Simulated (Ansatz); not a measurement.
# Lattice dynamics of Na2WO4 (Fd-3m), part 2 of 2

The cell of Na2WO4 (Fd-3m) is at rest. What are its phonons? After the zone centre comes a 2×2×2 q mesh on a 4×4×4 k mesh.

Ansatz 0.2.0; DFT PBEsol, scalar-relativistic, plane waves, PAW; PAW set soft_1.

So far. Step 2 (Modes at Γ): Before it was imposed, the acoustic sum rule was missed by 5.8e-5 eV/Å² and the charge sum rule by 2.0e-5 e. Small misses are needed for a sound result but don't prove that mesh and cutoff are converged. The lowest optical mode is real, 88.8 cm⁻¹.

### Step 3. Phonons on a q mesh

Stability and thermal properties need the whole zone. Linear response on a 2×2×2 q mesh gives force constants as far as a supercell of that size would, and the tensors from the zone-centre run are typed in so that the long-range dipole term is interpolated apart.

Input file input.yaml:

```yaml
crystal:
  lattice:
    - [0.0, 4.5546194265, 4.5546194265]
    - [4.5546194265, 0.0, 4.5546194265]
    - [4.5546194265, 4.5546194265, 0.0]
  atoms:
    - { symbol: Na, position: [0.625, 0.625, 0.625] }
    - { symbol: Na, position: [0.125, 0.625, 0.625] }
    - { symbol: Na, position: [0.625, 0.625, 0.125] }
    - { symbol: Na, position: [0.625, 0.125, 0.625] }
    - { symbol: W, position: [0.0, 0.0, 0.0] }
    - { symbol: W, position: [0.25, 0.25, 0.25] }
    - { symbol: O, position: [0.8867284358, 0.8867284358, 0.8867284358] }
    - { symbol: O, position: [0.9101853073, 0.3632715642, 0.3632715642] }
    - { symbol: O, position: [0.8867284358, 0.8867284358, 0.3398146927] }
    - { symbol: O, position: [0.3632715642, 0.9101853073, 0.3632715642] }
    - { symbol: O, position: [0.3398146927, 0.8867284358, 0.8867284358] }
    - { symbol: O, position: [0.3632715642, 0.3632715642, 0.3632715642] }
    - { symbol: O, position: [0.8867284358, 0.3398146927, 0.8867284358] }
    - { symbol: O, position: [0.3632715642, 0.3632715642, 0.9101853073] }
kpoints:
  mp_grid: { grid: [4, 4, 4] }
hamiltonian:
  xc: pbesol
  pseudopotentials: { kind: paw, azcp: { folder: soft_1 }, xc_functional: pbe }
scf:
  occupations: { method: fixed }
output:
  eigenvalues: true
phonons:
  method: dfpt
  qmesh: [2, 2, 2]
  temperatures: { t_max: 1000, t_step: 50 }
  qpath:
    path:
      - [[0.0, 0.0, 0.0], [0.5, 0.0, 0.5], [0.5, 0.25, 0.75], [0.375, 0.375, 0.75], [0.0, 0.0, 0.0], [0.5, 0.5, 0.5], [0.625, 0.25, 0.625], [0.5, 0.25, 0.75], [0.5, 0.5, 0.5], [0.375, 0.375, 0.75]]
      - [[0.625, 0.25, 0.625], [0.5, 0.0, 0.5]]
    npoints: 10
  non_analytic_term:
    high_frequency_dielectric_tensor: [[2.8644, 0.0, 0.0], [0.0, 2.8644, 0.0], [0.0, 0.0, 2.8644]]
    born_effective_charges:
      - { species: Na, tensor: [[1.2441, -0.231, -0.231], [-0.231, 1.2441, -0.231], [-0.231, -0.231, 1.2441]] }
      - { species: Na, tensor: [[1.2441, 0.231, 0.231], [0.231, 1.2441, -0.231], [0.231, -0.231, 1.2441]] }
      - { species: Na, tensor: [[1.2441, -0.231, 0.231], [-0.231, 1.2441, 0.231], [0.231, 0.231, 1.2441]] }
      - { species: Na, tensor: [[1.2441, 0.231, -0.231], [0.231, 1.2441, 0.231], [-0.231, 0.231, 1.2441]] }
      - { species: W, tensor: [[3.1918, 0.0, 0.0], [0.0, 3.1918, 0.0], [0.0, 0.0, 3.1918]] }
      - { species: W, tensor: [[3.1918, 0.0, 0.0], [0.0, 3.1918, 0.0], [0.0, 0.0, 3.1918]] }
      - { species: O, tensor: [[-1.42, -0.5497, -0.5497], [-0.5497, -1.42, -0.5497], [-0.5497, -0.5497, -1.42]] }
      - { species: O, tensor: [[-1.42, 0.5497, 0.5497], [0.5497, -1.42, -0.5497], [0.5497, -0.5497, -1.42]] }
      - { species: O, tensor: [[-1.42, -0.5497, 0.5497], [-0.5497, -1.42, 0.5497], [0.5497, 0.5497, -1.42]] }
      - { species: O, tensor: [[-1.42, 0.5497, -0.5497], [0.5497, -1.42, 0.5497], [-0.5497, 0.5497, -1.42]] }
      - { species: O, tensor: [[-1.42, 0.5497, 0.5497], [0.5497, -1.42, -0.5497], [0.5497, -0.5497, -1.42]] }
      - { species: O, tensor: [[-1.42, -0.5497, -0.5497], [-0.5497, -1.42, -0.5497], [-0.5497, -0.5497, -1.42]] }
      - { species: O, tensor: [[-1.42, 0.5497, -0.5497], [0.5497, -1.42, 0.5497], [-0.5497, 0.5497, -1.42]] }
      - { species: O, tensor: [[-1.42, -0.5497, 0.5497], [-0.5497, -1.42, 0.5497], [0.5497, 0.5497, -1.42]] }
    source: "zone-centre run at this cell"
```

Started as:

```console
$ ansatz run input.yaml --threads 16 --pin off --max-ram 61440MiB --backend cuda --events-out ev --progress --plain --runs-dir out
```

Numbers of over 12 decimals in the logs are rounded to 6 here.

What it wrote:

```text
Warning: phonons: the dynamical matrix that this run interpolates holds no multipole term above the dipole-dipole one, and a site of this crystal is no centre of inversion, so its interpolated transverse optical and acoustic branches and sound speeds can stay off near Gamma, and the density of states and the thermodynamics with them. What a run solves at a wave vector of phonons.qpoints, Gamma apart, where the deck admits one, is free of this, and under fd what a larger phonons.supercell samples
[...]
Crystal: 14 atoms, lattice volume = 188.967 Å³
Basis set: ecut = 420 eV, 3695 PW (Γ), exchange–correlation on 96×96×96 points (8 copies of the dense FFT grid, shifted against one another)
Bands: 70, of which v1, the nominal top of the filled ones, is band 56 counted from 1 (55 counted from 0)
Symmetry: 48 space group operations
k-points: 8 of 64
[...]
SCF iter   1: F=—  HF=-30925.428035 eV  |F-HF|=—  |Δ(HF+E_count)|=         —  Δρ=1.05e-1  dr2=3.41e1  ethr=3.10e-3  ⟨swp⟩=5.0  Hψ=1627  notcnv=0  defer=65
[...]
SCF iter   6: F=—  HF=-30915.391030 eV  |F-HF|=—  |Δ(HF+E_count)|=   2.37e-3  Δρ=5.36e-4  dr2=9.42e-4  ethr=6.67e-6  ⟨swp⟩=2.0  Hψ=720  notcnv=0  defer=95
[...]
SCF iter  11: F=—  HF=-30915.391472 eV  |F-HF|=—  |Δ(HF+E_count)|=  4.29e-10  Δρ=2.20e-7  dr2=1.85e-10  ethr=3.66e-12  ⟨swp⟩=2.5  Hψ=955  notcnv=0  defer=47
SCF iter  12: F=—  HF=-30915.391472 eV  |F-HF|=—  |Δ(HF+E_count)|=  1.78e-10  Δρ=1.38e-7  dr2=3.23e-11  ethr=1.00e-12  ⟨swp⟩=2.0  Hψ=575  notcnv=0  defer=47
[...]
SCF 1 converged in 13 iterations: F = -30915.391472 eV  dr2 = 8.55e-13
[...]
SCF converged after 13 iterations
[...]
k-point 2: bands = [... 52 lower, 4.0871, 4.1238, 4.1238, 4.1523, 9.5924, 9.5924, 9.7721, 9.7721, ... 1 higher]
  k-point 7: bands = [... 52 lower, 4.0296, 4.0296, 4.0337, 4.0337, 9.5712, 9.5712, 9.7784, 9.7784, ... 1 higher]
--- Phonons (Γ-DFPT): 3 representative perturbations + reference (Σ response iterations 18) ---
  ASR residual: 3.193e-5 → 0.000e0 eV/Å²; symmetrization residual: 1.011e-10 eV/Å²
  ASR residual per site (eV/Å²): 3.19e-5 3.19e-5 3.19e-5 3.19e-5 9.80e-6 9.80e-6 1.04e-5 1.04e-5 1.04e-5 1.04e-5 1.04e-5 1.04e-5 1.04e-5 1.04e-5
  Γ frequencies (cm⁻¹): 0.00 0.00 0.00 88.80 88.80 88.80 120.28 120.28 120.28 162.06 162.06 162.06 165.31 165.31 165.31 195.23 195.23 218.88 218.88 218.88 230.42 230.42 230.42 277.46 288.53 288.53 288.53 306.82 306.82 364.37 364.37 364.37 371.38 371.38 805.37 805.37 805.37 820.25 820.25 820.25 920.26 924.98
--- Phonons (arbitrary-q DFPT): 3 irreducible q on the 2×2×2 mesh ---
  q = [0.0000, 0.0000, 0.0000] (star 1, of the zone-centre solve; hermiticity 3.23e-12, symmetrization 1.49e-13): -0.00 0.00 0.00 88.80 88.80 88.80 120.28 120.28 120.28 162.06 162.06 162.06 165.31 165.31 165.31 195.23 195.23 218.88 218.88 218.88 230.42 230.42 230.42 277.46 288.53 288.53 288.53 306.82 306.82 364.37 364.37 364.37 371.38 371.38 805.37 805.37 805.37 820.25 820.25 820.25 920.26 924.98
  q = [0.0000, 0.0000, -0.5000] (star 4, 7 solved perturbations in 156 linear systems a pass and spin channel, the states on 13 of 64 k-point pairs; hermiticity 8.99e-12, symmetrization 3.13e-13): 58.33 58.33 79.47 79.47 85.30 100.52 105.36 129.49 129.49 169.11 169.11 175.85 175.85 194.71 197.58 197.58 206.01 210.18 215.22 217.94 217.94 223.72 223.72 247.11 288.17 288.17 327.11 327.11 335.61 351.62 351.62 358.77 358.77 375.16 812.20 812.20 812.84 812.84 820.76 888.22 919.24 922.41
[...]
sum rule: each row above includes the acoustic sum rule's correction from the zone centre's row sums; it moved no ω² by more than (0.64 cm⁻¹)²
  mesh force constants: q→R imaginary residual 3.43e-17; ASR residual 3.193e-5 → 0.000e0 eV/Å²; symmetrization residual 2.842e-14 eV/Å²
  interpolated dispersion: 103 rows × 42 modes
  density of states and harmonic sums: on the 12×12×12 q-mesh, interpolated from the force constants of a 2×2×2 supercell (with the dipole–dipole term of supplied tensors)
  largest difference from the sums on the solved wave vectors: F 9.74e-2 eV, S 1.30e-4 and C_V 3.19e-5 eV/K
  zero-point energy: 0.869775 eV/cell   skipped modes (ω ≤ 0): 3   left out of the sums: 4.13e-5 of the cell's modes: C_V's classical limit lies that fraction below 3 k_B per atom; for a crystal, a wire or a layer, F and S can be off by more, and a phonons.interpolated_qmesh denser along its periods is the remedy for the sampling
```

Run time: 4.5 s. Hardware: 1 × NVIDIA GB200 with 16 threads of Arm Neoverse V2, shared host; peak memory 2.1 GiB.

This step gave:

| Property | Result |
| --- | --- |
| sum-rule residual before enforcement | 3.19e-5 eV/Å² |
| lowest frequency on the path | 0 cm⁻¹ |
| highest frequency on the path or at a solved wavevector | 925 cm⁻¹ |
| mean frequency | 334.1 cm⁻¹ |
| Debye temperature (second moment) | 793 K |
| logarithmic mean frequency | 250 cm⁻¹ |
| lowest mode on the q mesh (acoustic modes at Γ apart) | 58.33 cm⁻¹ |
| zero-point energy per atom | 62.13 meV |
| heat capacity at 300 K | 19.68 J/(mol atoms K) |
| vibrational entropy at 300 K | 23.76 J/(mol atoms K) |
| edges of the widest gap between branches, on path and mesh | 375.2, 799.8 cm⁻¹ |

Frequencies (cm⁻¹) solved at each irreducible wavevector; negative means imaginary. Frequencies by wavevector, by row:

```csv
q in reciprocal lattice units,star,mode 1,mode 2,mode 3,mode 4,mode 40,mode 41,mode 42
0 0 0,1,0,0,0,88.8,820.2,920.3,925
0 0 -0.5,4,58.3,58.3,79.5,79.5,888.2,919.2,922.4
0 -0.5 -0.5,3,65.6,65.6,78.9,78.9,865,919.5,919.5
```

Interpolated from a 2×2×2 q mesh, with the LO-TO term (at Γ the limit along the path; where Γ stands inside the path, tables give the limit on arrival). Phonon branches along the path, in cm⁻¹:

```csv
point,branch 1,branch 2,branch 3,branch 4,branch 39,branch 40,branch 41,branch 42
Γ,0,0,0,89,820,888,920,925
halfway,37,37,72,84,828,881,920,923
X,66,66,79,79,865,865,920,920
halfway,68,68,81,81,866,866,919,919
W,71,71,82,82,868,868,919,919
halfway,68,71,80,83,860,874,919,920
K,67,71,78,84,855,876,919,920
halfway,43,47,69,82,826,887,919,923
Γ,0,0,0,89,820,888,920,925
halfway,37,37,60,85,818,888,920,924
L,58,58,80,80,821,888,919,922
halfway,62,66,80,80,837,885,919,922
U,67,71,78,84,855,876,919,920
halfway,68,71,80,83,860,874,919,920
W,71,71,82,82,868,868,919,919
halfway,63,67,79,82,841,883,919,921
L,58,58,80,80,821,888,919,922
halfway,62,66,80,80,837,885,919,922
K,67,71,78,84,855,876,919,920
jump to U,67,71,78,84,855,876,919,920
halfway,66,67,79,81,862,869,919,920
X,66,66,79,79,865,865,920,920
```

The phonon density of states has structure finer than the step of the table below, so its rows give means over 50 cm⁻¹, whole bins alone (the curve runs from 5 to 925 cm⁻¹). Peaks (cm⁻¹: height): 85.0: 0.237, 145.0: 0.128, 195.0: 0.250, 215.0: 0.260, 295.0: 0.115, 355.0: 0.226, 805.0: 0.190.

Tetrahedra on a 12×12×12 mesh, mean over bins of 10 cm-1. Interpolated from a 2×2×2 q mesh. Phonon density of states against wavenumber; means over each step:

wavenumber (cm⁻¹), phonon density of states (1/cm⁻¹/cell) and a bar:
```
       50      0.046 #######
      100      0.087 ##############
      150      0.099 ################
      200      0.185 ##############################
      250      0.061 ##########
      300      0.055 #########
      350      0.144 #######################
      400      0.001 
      450      0.000 
      500      0.000 
      550      0.000 
      600      0.000 
      650      0.000 
      700      0.000 
      750      0.000 
      800      0.078 #############
      850      0.025 ####
      900      0.046 #######
```

The partial phonon density of states has structure finer than the step of the table below, so its rows give means over 25 cm⁻¹, whole bins alone (the curve runs from -10 to 963 cm⁻¹). Peaks (cm⁻¹: height): Na 142.9: 0.0764, 191.9: 0.124, 216.4: 0.128; O 222.5: 0.101, 295.9: 0.0776, 350.9: 0.189, 809.8: 0.141, 883.2: 0.0413, 919.9: 0.111; W 81.8: 0.126, 809.8: 0.0191.

Phonopy on the run's constants, 11x11x11 mesh, Gaussian sigma 6.9 cm-1. Interpolated from a 2×2×2 q mesh. The partial phonon density of states by wavenumber; means over each step; values in 1/cm⁻¹/cell:

```csv
wavenumber (cm⁻¹),Na,O,W
25,0.00127,0.00204,0.00610
50,0.00392,0.00960,0.0319
75,0.00565,0.0225,0.0896
100,0.00748,0.0147,0.0517
125,0.0475,0.0233,0.00229
150,0.0673,0.0317,0.00451
175,0.0752,0.0402,0.00366
200,0.112,0.0665,0.00402
225,0.108,0.0779,0.00144
250,0.0337,0.00886,4.7e-4
275,0.00507,0.0187,0.00177
300,0.00282,0.0570,0.00461
325,0.00295,0.0839,0.00199
350,0.00497,0.168,0.00605
375,0.00187,0.0430,0.00132
400,1.4e-5,1.2e-4,4.5e-6
425,0,0,0
450,0,0,0
475,0,0,0
500,0,0,0
525,0,0,0
550,0,0,0
575,0,0,0
600,0,0,0
625,0,0,0
650,0,0,0
675,0,0,0
700,0,0,0
725,0,0,0
750,0,0,0
775,0,0.00113,1.5e-4
800,3.4e-5,0.0767,0.0104
825,6.3e-5,0.0793,0.0107
850,2.8e-5,0.0176,0.00218
875,5.8e-5,0.0270,0.00335
900,3.4e-5,0.0227,0.00125
925,5.4e-5,0.0657,3.1e-5
950,4.8e-7,0.00128,1.6e-7
```

Harmonic thermodynamic functions per atom, from the density of states. Interpolated from a 2×2×2 q mesh. Thermodynamic functions, by row:

```csv
T (K),F_vib (meV/atom),S (J/mol-atom/K),C_V (J/mol-atom/K)
0,62.13,0,0
50,61.81,2.003,4.097
100,59.56,6.859,10.34
200,47.35,16.35,16.75
300,26.41,23.76,19.68
400,-1.38,29.67,21.38
500,-34.74,34.56,22.41
600,-72.77,38.71,23.08
700,-114.8,42.3,23.52
800,-160.3,45.46,23.82
900,-208.9,48.28,24.04
1000,-260.3,50.83,24.2
```

Harmonic mean-square displacement, third of the trace. Interpolated from a 2×2×2 q mesh. Mean square displacements, by row:

```csv
T (K),Na1 U_eq (Å²),Na2 U_eq (Å²),Na3 U_eq (Å²),Na4 U_eq (Å²),W5 U_eq (Å²),W6 U_eq (Å²),O7 U_eq (Å²),O8 U_eq (Å²),O9 U_eq (Å²),O10 U_eq (Å²),O11 U_eq (Å²),O12 U_eq (Å²),O13 U_eq (Å²),O14 U_eq (Å²)
0,0.00422,0.00422,0.00422,0.00422,0.00104,0.00104,0.00384,0.00384,0.00384,0.00384,0.00384,0.00384,0.00384,0.00384
100,0.00569,0.00569,0.00569,0.00569,0.00246,0.00246,0.00533,0.00533,0.00533,0.00533,0.00533,0.00533,0.00533,0.00533
300,0.01293,0.01293,0.01293,0.01293,0.00687,0.00687,0.01149,0.01149,0.01149,0.01149,0.01149,0.01149,0.01149,0.01149
600,0.02501,0.02501,0.02501,0.02501,0.01364,0.01364,0.02185,0.02185,0.02185,0.02185,0.02185,0.02185,0.02185,0.02185
```

Symmetry leaves 3 wavevectors to solve. The lowest mode among them, the acoustic zeros apart, lies at q = (0, 0, -0.5) and is real, 58.3 cm⁻¹.

### Step 4. Another isotope, element O, natural mass 15.999 amu

An isotope changes the mass and not the force constants, so no new electronic calculation is needed; the shifts show which modes move this element.

The same force constants with the mass of O changed from 15.999 to 17.999 u (phonopy, no LO-TO term). Both lists are sorted by frequency; levels can cross, so a row need not hold one and the same mode. Modes under 3 cm⁻¹ are left out. Isotope shifts, by row, the first 40 of 60 rows:

```csv
q,rank,natural mass (cm⁻¹),changed mass (cm⁻¹)
0 0 0,4,88.8,87.81
0 0 0,5,88.8,87.81
0 0 0,6,88.8,87.81
0 0 0,7,120.3,118.3
0 0 0,8,120.3,118.3
0 0 0,9,120.3,118.3
0 0 0,10,162.1,155.9
0 0 0,11,162.1,155.9
0 0 0,12,162.1,155.9
0 0 0,13,165.3,161.7
0 0 0,14,165.3,161.7
0 0 0,15,165.3,161.7
0 0 0,16,195.2,195.2
0 0 0,17,195.2,195.2
0 0 0,18,218.9,218.6
0 0 0,19,218.9,218.6
0 0 0,20,218.9,218.6
0 0 0,21,230.4,220.9
0 0 0,22,230.4,220.9
0 0 0,23,230.4,220.9
0 0 0,24,277.5,274.7
0 0 0,25,288.5,274.7
0 0 0,26,288.5,274.7
0 0 0,27,288.5,277.5
0 0 0,28,306.8,289.3
0 0 0,29,306.8,289.3
0 0 0,30,364.4,344.8
0 0 0,31,364.4,344.8
0 0 0,32,364.4,344.8
0 0 0,33,371.4,350.3
0 0 0,34,371.4,350.3
0 0 0,35,805.4,765
0 0 0,36,805.4,765
0 0 0,37,805.4,765
0 0 0,38,820.2,779.2
0 0 0,39,820.2,779.2
0 0 0,40,820.2,779.2
0 0 0,41,920.3,867.6
0 0 0,42,925,872.1
0 0 -0.5,1,58.33,57.59
```

A mode of this element alone would shift by -5.72 %. The highest zone-centre frequency without the field goes from 925.0 to 872.1 cm⁻¹ (-5.7 %). The product of the frequency ratios over all optical modes at Γ is 0.253; the product rule, (m/m′)^(3k/2) (M′/M)^(3/2) with k = 8 such atoms and M the mass of the cell, gives 0.253.

### Step 5. Another isotope, element W, natural mass 183.84 amu

The same for W, from 183.84 to 185.95 u.

The same force constants with the mass of W changed from 183.840 to 185.954 u (phonopy, no LO-TO term). Both lists are sorted by frequency; levels can cross, so a row need not hold one and the same mode. Modes under 3 cm⁻¹ are left out. Isotope shifts, by row, the first 40 of 60 rows:

```csv
q,rank,natural mass (cm⁻¹),changed mass (cm⁻¹)
0 0 0,4,88.8,88.39
0 0 0,5,88.8,88.39
0 0 0,6,88.8,88.39
0 0 0,7,120.3,120.3
0 0 0,8,120.3,120.3
0 0 0,9,120.3,120.3
0 0 0,10,162.1,161.9
0 0 0,11,162.1,161.9
0 0 0,12,162.1,161.9
0 0 0,13,165.3,165.3
0 0 0,14,165.3,165.3
0 0 0,15,165.3,165.3
0 0 0,16,195.2,195.2
0 0 0,17,195.2,195.2
0 0 0,18,218.9,218.9
0 0 0,19,218.9,218.9
0 0 0,20,218.9,218.9
0 0 0,21,230.4,230.4
0 0 0,22,230.4,230.4
0 0 0,23,230.4,230.4
0 0 0,24,277.5,277.5
0 0 0,25,288.5,288.4
0 0 0,26,288.5,288.4
0 0 0,27,288.5,288.4
0 0 0,28,306.8,306.8
0 0 0,29,306.8,306.8
0 0 0,30,364.4,364.2
0 0 0,31,364.4,364.2
0 0 0,32,364.4,364.2
0 0 0,33,371.4,371.4
0 0 0,34,371.4,371.4
0 0 0,35,805.4,804.8
0 0 0,36,805.4,804.8
0 0 0,37,805.4,804.8
0 0 0,38,820.2,819.7
0 0 0,39,820.2,819.7
0 0 0,40,820.2,819.7
0 0 0,41,920.3,920.3
0 0 0,42,925,925
0 0 -0.5,1,58.33,58.08
```

A mode of this element alone would shift by -0.57 %. The highest zone-centre frequency without the field goes from 925.0 to 925.0 cm⁻¹ (+0.0 %). The product of the frequency ratios over all optical modes at Γ is 0.977; the product rule, (m/m′)^(3k/2) (M′/M)^(3/2) with k = 2 such atoms and M the mass of the cell, gives 0.977.

### Step 6. What came out

| Item | Value |
| --- | --- |
| space group (within 0.01 Å) | Fd-3m |
| volume per atom | 13.5 Å³ |
| gap on the k-mesh | 4.98 eV |
| highest optical mode at the zone centre (no LO-TO term) | 925 cm⁻¹ |
| top of the zone-centre spectrum with the field | 925 cm⁻¹ |
| lowest optical zone-centre mode | 88.8 cm⁻¹ |
| mean high-frequency dielectric constant | 2.86 |
| mean static dielectric constant | 6.10 |
| largest Born charge (third of the trace) | 3.19 e |
| lowest mode on the q mesh (acoustic modes at Γ apart) | 58.3 cm⁻¹ |
| highest frequency on the path or at a solved wavevector | 925 cm⁻¹ |
| zero-point energy per atom | 62.1 meV |
| heat capacity at 300 K | 19.7 J/(mol atoms K) |
| vibrational entropy at 300 K | 23.8 J/(mol atoms K) |
| Debye temperature (second moment) | 793 K |
| imaginary modes on the 2×2×2 q mesh | none |

What this shows: The structure is a minimum as far as tested: no mode is imaginary at the 3 irreducible wavevectors of the 2×2×2 mesh, and the softest away from the acoustic zeros lies at 58 cm⁻¹. Without the field, the optical modes at Γ span 89 to 925 cm⁻¹. The highest mode in this list at Γ, 925.0 cm⁻¹, is mostly motion of O (100 % of the kinetic energy). The macroscopic field leaves the top of the zone-centre spectrum where it is. Lattice motion raises the mean dielectric constant from 2.864 to 6.102. The strongest infrared line is at 820 cm⁻¹. Averaged over orientations, the strongest Raman line at 532 nm and 300 K is at 925 cm⁻¹. On the path and the mesh, the widest gap between branches runs from 375 to 800 cm⁻¹. The program warns that the interpolation holds no quadrupole term, so branches close to Γ can be off in this crystal. Spin-orbit coupling is left out, which can matter for the heavy elements here. The PAW files were made for PBE and serve the other functionals too. These are harmonic frequencies at zero temperature: anharmonic shifts, linewidths and thermal expansion are left out.

[Logs are printed without paths, hosts, clocks, repeated set-up lines and the standing remarks that a program may print on its own settings, such as how far it seeks lower states.]

[Hosts, paths, dates, database ids (printed as entryN), source tags and the programs' standing remarks are cut or masked in the printed files.]
